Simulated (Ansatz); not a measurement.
# 3-layer Al2SSe (AB) in a perpendicular field, part 3 of 4

Wanted: the out-of-plane response of the 3-layer Al2SSe (AB). A positive field points along +c.

Ansatz 0.2.0; plane-wave DFT, PBE-D3(BJ), Ansatz PAW (the session's first sound run).

So far. Step 8 (Atoms held, field -0.25 V/Å): The dipole is -0.321 e·Å, -0.309 e·Å from its value without field, and the gap 1.217 eV.

### 9. Response, atoms held

This step: plane-wave DFT, PBE-D3(BJ), Ansatz PAW; response to a field along the normal, atoms held (Ansatz 0.2.0).

The dipoles give the slope, and the difference of two potentials shows where the field is screened.

This step gave:

- equivalent conductor thickness p/(ε₀AE): 19.52 Å
- distance between the outer atoms: 20.83 Å

Table of dipole of the cell by applied field:

```csv
applied field (V/Å),dipole of the cell (e·Å)
-0.250,-0.321
-0.030,-0.0491
0.000,-0.0120
0.030,0.0251
0.150,0.174
0.250,0.297
```

Local field over the applied field, running mean. From the potentials at -0.03 and 0.03 V/Å; running mean over 2.5 Å. Local field over applied field against z:

z (Å), local field over applied field and a bar:
```
        5      0.995 ##############################
        6      0.963 #############################
        7      0.792 #######################
        8      0.449 ############
        9      0.147 ##
       10      0.093 
       11      0.132 #
       12      0.137 ##
       13      0.120 #
       14      0.207 ####
       15      0.365 #########
       16      0.329 ########
       17      0.136 ##
       18      0.090 
       19      0.128 #
       20      0.135 #
       21      0.117 #
       22      0.204 ####
       23      0.362 #########
       24      0.328 ########
       25      0.136 ##
       26      0.091 
       27      0.130 #
       28      0.140 ##
       29      0.123 #
       30      0.232 #####
       31      0.554 ###############
       32      0.865 ##########################
       33      0.980 #############################
       34      0.998 ##############################
```

The induced electron density oscillates, so the rows of the table below give means over windows of 1 Å about each position, cut where the curve ends. Its maxima inside the range that stand out by 2 % of the span (Å: e/Å³ per V/Å): 7.9: 0.00364, 11.1: 0.00104, 12.8: 0.00146, 16.1: 0.00291, 19.0: 9.7e-4, 20.9: 0.00144, 24.2: 0.00285, 27.0: 0.00100, 28.9: 0.00152. Its minima: 10.1: -0.00160, 11.9: -0.00111, 14.7: -0.00283, 18.1: -0.00153, 20.0: -0.00108, 22.6: -0.00281, 26.2: -0.00154, 28.0: -0.00112, 30.8: -0.00365.

Electrons, planar mean, per unit field. Induced electron density against z; means over each step:

z (Å), induced electron density (e/Å³ per V/Å) and a bar from the least value:
```
        5    0.00002 ###############
        6    0.00021 ################
        7    0.00132 #####################
        8    0.00311 ##############################
        9    0.00083 ###################
       10   -0.00099 ##########
       11    0.00051 #################
       12   -0.00055 ############
       13    0.00081 ###################
       14   -0.00127 ########
       15   -0.00156 #######
       16    0.00223 ##########################
       17    0.00081 ###################
       18   -0.00093 ##########
       19    0.00044 #################
       20   -0.00052 ############
       21    0.00079 ###################
       22   -0.00126 #########
       23   -0.00156 #######
       24    0.00220 ##########################
       25    0.00082 ###################
       26   -0.00093 ##########
       27    0.00045 #################
       28   -0.00059 ############
       29    0.00086 ###################
       30   -0.00134 ########
       31   -0.00300 
       32   -0.00081 ###########
       33   -0.00011 ##############
       34   -0.00001 ###############
```

The smaller of the gaps on the path and on the k-mesh, counted as 0 under 0.03 eV. The gap by applied field:

```csv
applied field (V/Å),gap (eV)
-0.250,1.22
-0.030,1.55
0.000,1.53
0.030,1.49
0.150,1.27
0.250,1.02
```

By hand: between -0.03 and 0.03 V/Å the dipole changes by 0.07422 e·Å, a slope of 1.237 e·Å²/V. A perfect conductor of thickness t has p = ε₀AEt, so t = 180.95 × 1.237 / 11.466 = 19.52 Å (e/ε₀ = 180.95 V·Å, A in Å²).

The induced dipole is that of a conductor 19.52 Å thick.

### 10. Relaxing in the field, field 0.1 V/Å

This step: plane-wave DFT, PBE-D3(BJ), Ansatz PAW (Ansatz 0.2.0).

Now the atoms may follow the field. A weak field makes forces of meV/Å to tens of meV/Å, so the force tolerance is set well below the usual one.

input.yaml

```yaml
crystal:
  lattice:
    - [3.6385796146, 0.0, 0.0]
    - [-1.8192898073, 3.15110238, 0.0]
    - [0.0, 0.0, 38.8304388023]
  atoms:
    - { symbol: Se, position: [0.3333333333, 0.6666666667, 0.2317769327] }
    - { symbol: Al, position: [0.0, 0.0, 0.2631591042] }
    - { symbol: Al, position: [0.0, 0.0, 0.3293159851] }
    - { symbol: S, position: [0.3333333333, 0.6666666667, 0.3557677635] }
    - { symbol: Se, position: [0.6666666667, 0.3333333333, 0.4379794732] }
    - { symbol: Al, position: [0.3333333333, 0.6666666667, 0.4692928394] }
    - { symbol: Al, position: [0.3333333333, 0.6666666667, 0.5354174804] }
    - { symbol: S, position: [0.6666666667, 0.3333333333, 0.561845071] }
    - { symbol: Se, position: [0.3333333333, 0.6666666667, 0.6441993829] }
    - { symbol: Al, position: [0.0, 0.0, 0.6755051255] }
    - { symbol: Al, position: [0.0, 0.0, 0.7416810628] }
    - { symbol: S, position: [0.3333333333, 0.6666666667, 0.7682230673] }
kpoints:
  mp_grid: { grid: [12, 12, 1] }
hamiltonian:
  xc: pbe
  dispersion: d3bj
scf:
  occupations: { method: fermi_dirac, width: 0.02585 }
  convergence: { dr2_threshold: 1.0e-10 }
efield:
  axis: 3
  dipole_correction: true
  ramp_position: 0.9678
  ramp_width: 0.0605
  amplitude: 0.1
relax:
  f_tol: 0.001
  max_steps: 60
output:
  write_potential: true
  write_density: true
  volumetric_format: npy
```

Command:

```console
ansatz run input.yaml --threads 4 --pin off --max-ram 12288MiB --backend cpu --events-out ev --progress --plain --runs-dir out
```

Numbers of over 12 decimals in the logs are rounded to 6 here.

Log:

```text
[...]
Crystal: 12 atoms, lattice volume = 445.212 Å³
Basis set: ecut = 420 eV, 8589 PW (Γ), exchange–correlation on 50×50×540 points (8 copies of the dense FFT grid, shifted against one another)
Bands: 54, of which v1, the nominal top of the filled ones, is band 42 counted from 1 (41 counted from 0)
Symmetry: 6 space group operations
[...]
k-points: 19 of 144 (time reversal used)
[...]
SCF iter   1: F=—  HF=-22352.079247 eV  |F-HF|=—  |Δ(HF+E_count)|=         —  Δρ=2.96e-2  dr2=4.99e0  ethr=3.10e-3  p=0.146 e·Å  D=5.95e-2 V/Å  ΔV_dip=-2.31 eV  dr2_dipole=1.16e-2  V_vac-E_F(+/−)=6.55/5.28 eV  ⟨swp⟩=7.8  Hψ=4657  notcnv=0  defer=2
[...]
SCF iter  13: F=-22350.833056 eV  HF=-22350.833056 eV  |F-HF|=1.46e-11  |Δ(HF+E_count)|=  7.60e-10  Δρ=7.79e-8  dr2=4.56e-11  ethr=1.00e-12  p=0.112 e·Å  D=4.54e-2 V/Å  ΔV_dip=-1.76 eV  dr2_dipole=2.39e-12  V_vac-E_F(+/−)=5.79/3.97 eV  ⟨swp⟩=5.9  Hψ=5575  notcnv=0
SCF 1 converged in 13 iterations: F = -22350.833056 eV  dr2 = 4.56e-11
[...]
relax step   1: F+E_penalty+E_count = -22350.83305575 eV  Δ(F+E_penalty+E_count) = +0.000e0 eV  max|allowed force component| = 2.408e-2 eV/Å  Δτ_max = 0.0000 Å  (13 SCF iters, accepted)
[...]
SCF iter   9: F=-22350.833189 eV  HF=-22350.833189 eV  |F-HF|=3.64e-11  |Δ(HF+E_count)|=  3.27e-11  Δρ=3.36e-8  dr2=9.16e-12  ethr=1.00e-12  p=0.114 e·Å  D=4.65e-2 V/Å  ΔV_dip=-1.80 eV  dr2_dipole=1.39e-13  V_vac-E_F(+/−)=5.77/3.99 eV  ⟨swp⟩=6.9  Hψ=4803  notcnv=0
SCF 2 converged in 9 iterations: F = -22350.833189 eV  dr2 = 9.16e-12
relax step   2: F+E_penalty+E_count = -22350.83318898 eV  Δ(F+E_penalty+E_count) = -1.332e-4 eV  max|allowed force component| = 2.941e-3 eV/Å  Δτ_max = 0.0019 Å  (9 SCF iters, accepted)
SCF iter   1: F=—  HF=-22350.833231 eV  |F-HF|=—  |Δ(HF+E_count)|=         —  Δρ=3.01e-5  dr2=5.10e-6  ethr=2.33e-7  p=0.114 e·Å  D=4.65e-2 V/Å  ΔV_dip=-1.80 eV  dr2_dipole=8.93e-9  V_vac-E_F(+/−)=5.77/3.99 eV  ⟨swp⟩=2.2  Hψ=1759  notcnv=0  defer=107
[...]
SCF iter   7: F=-22350.833191 eV  HF=-22350.833191 eV  |F-HF|=1.82e-11  |Δ(HF+E_count)|=  1.35e-10  Δρ=5.03e-8  dr2=4.65e-11  ethr=1.00e-12  p=0.114 e·Å  D=4.65e-2 V/Å  ΔV_dip=-1.81 eV  dr2_dipole=1.07e-12  V_vac-E_F(+/−)=5.77/3.99 eV  ⟨swp⟩=6.8  Hψ=4758  notcnv=0
SCF 3 converged in 7 iterations: F = -22350.833191 eV  dr2 = 4.65e-11
relax step   3: F+E_penalty+E_count = -22350.83319099 eV  Δ(F+E_penalty+E_count) = -2.007e-6 eV  max|allowed force component| = 5.135e-4 eV/Å  Δτ_max = 0.0010 Å  (7 SCF iters, accepted)
[...]
the band table was solved once a step of the walk had ended and its energy, with any forces and stress, was formed, with the checks that follow a solve (5923 applications of the Hamiltonian). They found nothing against the state; the energy, forces and stress were not computed again (output.eigenvalues in the input reference)
SCF converged after 7 iterations
Free energy (F): -22350.833191 eV
[...]
Internal energy: -22350.833191 eV  (E = F + TS)
E sigma→0 (E₀):  -22350.833191 eV
Fermi energy:    1.798669 eV
Dipole field:    D = 0.046506 V/Å  (p = 0.114423 e·Å, saw-weighted, corrected)
Work function:   not extracted (applied field tilts the vacuum); planar V_es + V_field profile in the machine report
[...]
--- Forces (eV/Å), atoms counted from 1 ---
  atom   1  Se    -0.00000000     0.00000000     0.00004516
  atom   2  Al     0.00000000    -0.00000000    -0.00012451
  atom   3  Al     0.00000000    -0.00000000     0.00012830
  atom   4  S      0.00000000     0.00000000    -0.00011176
  atom   5  Se     0.00000000     0.00000000     0.00014108
  atom   6  Al     0.00000000    -0.00000000    -0.00013999
  atom   7  Al     0.00000000    -0.00000000     0.00006725
  atom   8  S      0.00000000     0.00000000     0.00045122
  atom   9  Se     0.00000000     0.00000000    -0.00051336
  atom  10  Al     0.00000000    -0.00000000    -0.00030237
  atom  11  Al     0.00000000    -0.00000000     0.00027520
  atom  12  S      0.00000000     0.00000000     0.00008520
  max |Σ_I F_I| component: 1.42e-6 eV/Å
--- Band table (eV; the first three rows and the last of 19) ---
  k-point 0: bands = [... 38 lower, 0.5321, 0.6051, 0.6051, 1.0580, 3.6653, 3.9789, 4.2622, 4.6087, ... 8 higher]
  k-point 1: bands = [... 38 lower, 0.3044, 0.4935, 0.6403, 1.0816, 4.0469, 4.3378, 4.6124, 4.9879, ... 8 higher]
  k-point 2: bands = [... 38 lower, 0.2178, 0.3371, 0.7089, 1.0638, 4.3782, 4.6072, 4.7608, 4.8113, ... 8 higher]
  k-point 18: bands = [... 38 lower, -0.7288, -0.3369, -0.0647, 0.0575, 2.5754, 2.7427, 2.9711, 4.7369, ... 8 higher]
--- Relaxed structure (3 steps of the walk, 3 accepted, 0 SCFs on fresh bases) ---
  F+E_penalty+E_count = -22350.83319099 eV   max|allowed force component| = 5.135e-4 eV/Å
  atoms:
    - { symbol: Se, position: [0.333333, 0.666667, 0.231744] }
[...]
- { symbol: S, position: [0.333333, 0.666667, 0.355721] }
    - { symbol: Se, position: [0.666667, 0.333333, 0.437954] }
    - { symbol: Al, position: [0.333333, 0.666667, 0.469314] }
    - { symbol: Al, position: [0.333333, 0.666667, 0.535442] }
    - { symbol: S, position: [0.666667, 0.333333, 0.561798] }
    - { symbol: Se, position: [0.333333, 0.666667, 0.644198] }
    - { symbol: Al, position: [-1.230087959228227e-17, -3.083952846216893e-17, 0.675549] }
[...]
- { symbol: S, position: [0.333333, 0.666667, 0.768202] }
```

Elapsed: 35 s, on 4 threads of Arm Neoverse V2, shared host; peak memory 1 GiB.

No atom moved by 0.005 Å in the relaxation.

This step gave:

* gap on the k-mesh: 1.393 eV
* dipole along the normal: 0.1144 e·Å

The relaxation took 3 steps and lowered the energy by 1.4e-4 eV; the largest force on the free atoms ends at 5.1e-4 eV/Å.

The dipole is 0.114 e·Å, 0.126 e·Å from its value without field, and the gap on the mesh 1.393 eV.

### 11. Relaxing in the field, field -0.1 V/Å

The opposite sign, again from the field-free geometry; the difference of the two cancels what relaxes without a field.

input.yaml, as its differences from that of step 10:

```diff
@@ -31,3 +31,3 @@
   ramp_width: 0.0605
-  amplitude: 0.1
+  amplitude: -0.1
 relax:
```

Log:

```text
[...]
Crystal: 12 atoms, lattice volume = 445.212 Å³
Basis set: ecut = 420 eV, 8589 PW (Γ), exchange–correlation on 50×50×540 points (8 copies of the dense FFT grid, shifted against one another)
Bands: 54, of which v1, the nominal top of the filled ones, is band 42 counted from 1 (41 counted from 0)
Symmetry: 6 space group operations
[...]
- { symbol: Se, position: [0.666667, 0.333333, 0.438002] }
    - { symbol: Al, position: [0.333333, 0.666667, 0.469269] }
    - { symbol: Al, position: [0.333333, 0.666667, 0.535392] }
    - { symbol: S, position: [0.666667, 0.333333, 0.561888] }
    - { symbol: Se, position: [0.333333, 0.666667, 0.644243] }
[...]
- { symbol: Al, position: [-1.233706082126301e-17, -3.083952846216893e-17, 0.741679] }
    - { symbol: S, position: [0.333333, 0.666667, 0.768294] }
[key lines of the parts left out:]
SCF converged after 7 iterations
Free energy (F): -22350.835589 eV
Fermi energy:    1.827958 eV
Dipole field:    D = -0.056252 V/Å  (p = -0.138403 e·Å, saw-weighted, corrected)
```

It took 34 s on 4 threads; peak memory 1 GiB.

No atom moved by 0.005 Å in the relaxation.

This step gave:

* gap on the k-mesh: 1.532 eV
* dipole along the normal: -0.1384 e·Å

The relaxation took 3 steps and lowered the energy by 1.3e-4 eV; the largest force on the free atoms ends at 4.4e-4 eV/Å.

The dipole is -0.138 e·Å, -0.126 e·Å from its value without field, and the gap on the mesh 1.532 eV.

### 12. Response, atoms relaxed

This step: plane-wave DFT, PBE-D3(BJ), Ansatz PAW; response to a field along the normal, atoms relaxed (Ansatz 0.2.0).

The same analysis on the two relaxed runs holds the ionic part too; their mesh is coarser, so small differences from the held value can come from that.

Numbers from this step:

```yaml
equivalent_conductor_thickness_p_eps_0ae: 19.95 Å
```

Dipole of the cell against applied field:

```csv
applied field (V/Å),dipole of the cell (e·Å)
-0.1000,-0.138
0.1000,0.114
```

Local field over the applied field, running mean. From the potentials at -0.1 and 0.1 V/Å; running mean over 2.5 Å. The local field over applied field by z:

```csv
z (Å),local field over applied field
5,0.995
6,0.963
7,0.784
8,0.500
9,0.152
10,0.0294
11,0.0874
12,0.0467
13,0.0793
14,0.214
15,0.391
16,0.347
17,0.154
18,0.0464
19,0.0596
20,0.00464
21,0.124
22,0.224
23,0.377
24,0.324
25,0.151
26,0.0463
27,0.0647
28,0.00899
29,0.124
30,0.252
31,0.600
32,0.817
33,0.978
34,0.998
```

Electrons, planar mean, per unit field. Induced electron density against z:

z (Å), induced electron density (e/Å³ per V/Å) and a bar from the least value:
```
        5     0.0000 #############
        6     0.0002 ##############
        7     0.0012 ################
        8     0.0045 #######################
        9    -0.0004 ############
       10    -0.0023 ########
       11     0.0007 ###############
       12    -0.0006 ############
       13     0.0047 ########################
       14    -0.0004 ############
       15    -0.0031 ######
       16     0.0051 #########################
       17     0.0025 ###################
       18    -0.0039 #####
       19     0.0007 ###############
       20    -0.0006 ############
       21     0.0075 ##############################
       22    -0.0011 ###########
       23    -0.0043 ####
       24     0.0048 ########################
       25     0.0029 ####################
       26    -0.0038 #####
       27     0.0007 ###############
       28    -0.0006 ############
       29     0.0075 ##############################
       30    -0.0012 ###########
       31    -0.0060 
       32    -0.0008 ############
       33    -0.0001 #############
       34     0.0000 #############
```

The induced dipole is that of a conductor 19.95 Å thick.

### 13. With spin-orbit coupling, k-mesh 12×12×1

This step: plane-wave DFT, PBE, fully relativistic PAW with spin-orbit coupling (Ansatz 0.2.0).

Heavy atoms split their bands by spin-orbit coupling, so this run uses fully relativistic files and two-component states.

input.yaml, as its differences from that of step 11:

```diff
@@ -20,8 +20,12 @@
   mp_grid: { grid: [12, 12, 1] }
+  band_path: { path: [[0, 0, 0], [0.12, 0, 0]], npoints: 24 }
 hamiltonian:
   xc: pbe
-  dispersion: d3bj
+  pseudopotentials: { kind: paw_fr }
+magnetization:
+  noncollinear: true
+  spin_orbit: true
 scf:
   occupations: { method: fermi_dirac, width: 0.02585 }
-  convergence: { dr2_threshold: 1.0e-10 }
+  convergence: { dr2_threshold: 1.0e-09 }
 efield:
@@ -29,8 +33,5 @@
   dipole_correction: true
-  ramp_position: 0.9678
-  ramp_width: 0.0605
-  amplitude: -0.1
-relax:
-  f_tol: 0.001
-  max_steps: 60
+  ramp_position: 0.97
+  ramp_width: 0.06
+  amplitude: 0
 output:
```

Log:

```text
[...]
non-collinear run that drives no moment, with spin-orbit: no starting moment large enough to seed its density (crystal.atoms[].spin), no starting occupations that ask for one, no magnetisation constraint and no magnetic field, so the semilocal B_xc is pinned to zero
Crystal: 12 atoms, lattice volume = 445.212 Å³
Basis set: ecut = 420 eV, 8589 PW (Γ)
Bands: 108, of which v1, the nominal top of the filled ones, is band 84 counted from 1 (83 counted from 0)
Symmetry: 6 space group operations + 6 with time reversal
[...]
k-points: 19 of 144 (time reversal used)
Projection manifold: j_resolved (fully-relativistic pseudo-atomic orbitals)
[...]
SCF iter   1: F=—  HF=-22349.540158 eV  |F-HF|=—  |Δ(HF+E_count)|=         —  Δρ=2.97e-2  dr2=5.01e0  dr2_m=0.00e0 (ungated)  ethr=3.10e-3  |M|=0.00e0 ∫|m|=0.00e0 μB  |m|>n=0.0e0 m-floor=0.0e0 τ_xc=0.0e0  β_m=0.30  p=0.000 e·Å  D=5.84e-7 V/Å  ΔV_dip=-0.00 eV  dr2_dipole=2.49e-3  V_vac-E_F(+/−)=5.94/5.94 eV  ⟨swp⟩=8.3  Hψ=11516  notcnv=0  defer=46
[...]
spin=Noncollinear: Resta preconditioning applied to the charge; magnetization (m_x, m_y, m_z) channels mix plain (no charge-response kernel on spin).
SCF iter   2: F=—  HF=-22348.773362 eV  |F-HF|=—  |Δ(HF+E_count)|=   7.67e-1  Δρ=2.06e-2  dr2=2.20e0  dr2_m=0.00e0 (ungated)  ethr=3.10e-3  |M|=0.00e0 ∫|m|=0.00e0 μB  |m|>n=0.0e0 m-floor=0.0e0 τ_xc=0.0e0  β_m=0.58  p=-0.012 e·Å  D=-4.97e-3 V/Å  ΔV_dip=0.19 eV  dr2_dipole=7.97e-6  V_vac-E_F(+/−)=5.78/5.58 eV  ⟨swp⟩=1.4  Hψ=2421  notcnv=0  defer=248
[...]
SCF iter  12: F=-22348.282572 eV  HF=-22348.282572 eV  |F-HF|=1.64e-10  |Δ(HF+E_count)|=   3.15e-9  Δρ=1.90e-7  dr2=4.12e-10  dr2_m=0.00e0 (ungated)  ethr=1.19e-12  |M|=0.00e0 ∫|m|=0.00e0 μB  |m|>n=0.0e0 m-floor=0.0e0 τ_xc=0.0e0  p=-0.012 e·Å  D=-4.93e-3 V/Å  ΔV_dip=0.19 eV  dr2_dipole=7.75e-14  V_vac-E_F(+/−)=4.97/4.78 eV  ⟨swp⟩=16.0  Hψ=10104  notcnv=0
SCF 1 converged in 12 iterations: F = -22348.282572 eV  dr2 = 4.12e-10
[...]
SCF converged after 12 iterations
Magnetization: |M| = 0.0000 μB,  M = (+0.0000, +0.0000, +0.0000) μB
Absolute magnetization: 0.0000 μB (∫|m|)
  site 0: m = (+0.0000, +0.0000, +0.0000) μB, |m| = 0.0000 μB  (R = 1.00 Å)
  site 1: m = (+0.0000, +0.0000, +0.0000) μB, |m| = 0.0000 μB  (R = 1.00 Å)
  site 2: m = (+0.0000, +0.0000, +0.0000) μB, |m| = 0.0000 μB  (R = 0.96 Å)
  site 3: m = (+0.0000, +0.0000, +0.0000) μB, |m| = 0.0000 μB  (R = 0.96 Å)
  site 4: m = (+0.0000, +0.0000, +0.0000) μB, |m| = 0.0000 μB  (R = 1.00 Å)
  site 5: m = (+0.0000, +0.0000, +0.0000) μB, |m| = 0.0000 μB  (R = 1.00 Å)
  site 6: m = (+0.0000, +0.0000, +0.0000) μB, |m| = 0.0000 μB  (R = 0.96 Å)
  site 7: m = (+0.0000, +0.0000, +0.0000) μB, |m| = 0.0000 μB  (R = 0.96 Å)
  site 8: m = (+0.0000, +0.0000, +0.0000) μB, |m| = 0.0000 μB  (R = 1.00 Å)
  site 9: m = (+0.0000, +0.0000, +0.0000) μB, |m| = 0.0000 μB  (R = 1.00 Å)
  site 10: m = (+0.0000, +0.0000, +0.0000) μB, |m| = 0.0000 μB  (R = 0.97 Å)
  site 11: m = (+0.0000, +0.0000, +0.0000) μB, |m| = 0.0000 μB  (R = 0.97 Å)
Free energy (F): -22348.282572 eV
[...]
Internal energy: -22348.282572 eV  (E = F + TS)
E sigma→0 (E₀):  -22348.282572 eV
Fermi energy:    1.833605 eV
Dipole field:    D = -0.004933 V/Å  (p = -0.012138 e·Å, saw-weighted, corrected)
Work function:   Φ+ = 4.9672 eV   Φ− = 4.7756 eV
[...]
--- Band table (eV; the first three rows and the last of 19) ---
  k-point 0: bands = [... 80 lower, 0.6163, 0.6163, 1.0409, 1.0409, 3.7458, 3.7458, 3.9553, 3.9553, ... 20 higher]
  k-point 1: bands = [... 80 lower, 0.6383, 0.6576, 1.0491, 1.0622, 4.1284, 4.1400, 4.3072, 4.3177, ... 20 higher]
  k-point 2: bands = [... 80 lower, 0.6961, 0.7186, 1.0127, 1.0308, 4.4831, 4.4864, 4.6096, 4.6118, ... 20 higher]
  k-point 18: bands = [... 80 lower, -0.0993, -0.0865, -0.0625, -0.0506, 2.6925, 2.7229, 2.7282, 2.7572, ... 20 higher]
```

It took 4.1 min on 4 threads; peak memory 4.4 GiB; 16 min of CPU time.

Numbers from this step:

```
gap on the k-mesh                  : 1.515 eV
dipole along the normal            : -0.01214 e·Å
gap along the path                 : 2.683 eV
smallest direct gap along the path : 2.705 eV
step between the vacuum levels     : 0.1916 eV
ionisation energy, upper face      : 5.739 eV
electron affinity, upper face      : 4.224 eV
ionisation energy, lower face      : 5.547 eV
gap, the smaller of path and mesh  : 1.515 eV
```

The electronic bands at the labelled points (eV, zero at the Fermi level of the run, which the smearing sets inside the gap):

```csv
point,band 81,band 82,band 83,band 84,band 85,band 86,band 87,band 88
Γ,-1.22,-1.22,-0.79,-0.79,1.91,1.91,2.12,2.12
halfway,-1.21,-1.20,-0.79,-0.78,2.13,2.14,2.32,2.33
end,-1.17,-1.14,-0.79,-0.77,2.57,2.58,2.72,2.73
```

The gap is 1.51 eV, with the valence edge 5.74 eV and the conduction edge 4.22 eV under the upper vacuum level.

[end of part 3 of 4]

[Logs are printed without paths, hosts, clocks, repeated set-up lines and the standing remarks that a program may print on its own settings, such as how far it seeks lower states.]

[Hosts, paths, dates, database ids (printed as entryN), source tags and the programs' standing remarks are cut or masked in the printed files.]

[Maps of the electrostatic potential energy from Ansatz leave out the sawtooth potential of an applied field or a dipole correction, so their vacuum need not be flat; planar profiles and work functions include it.]
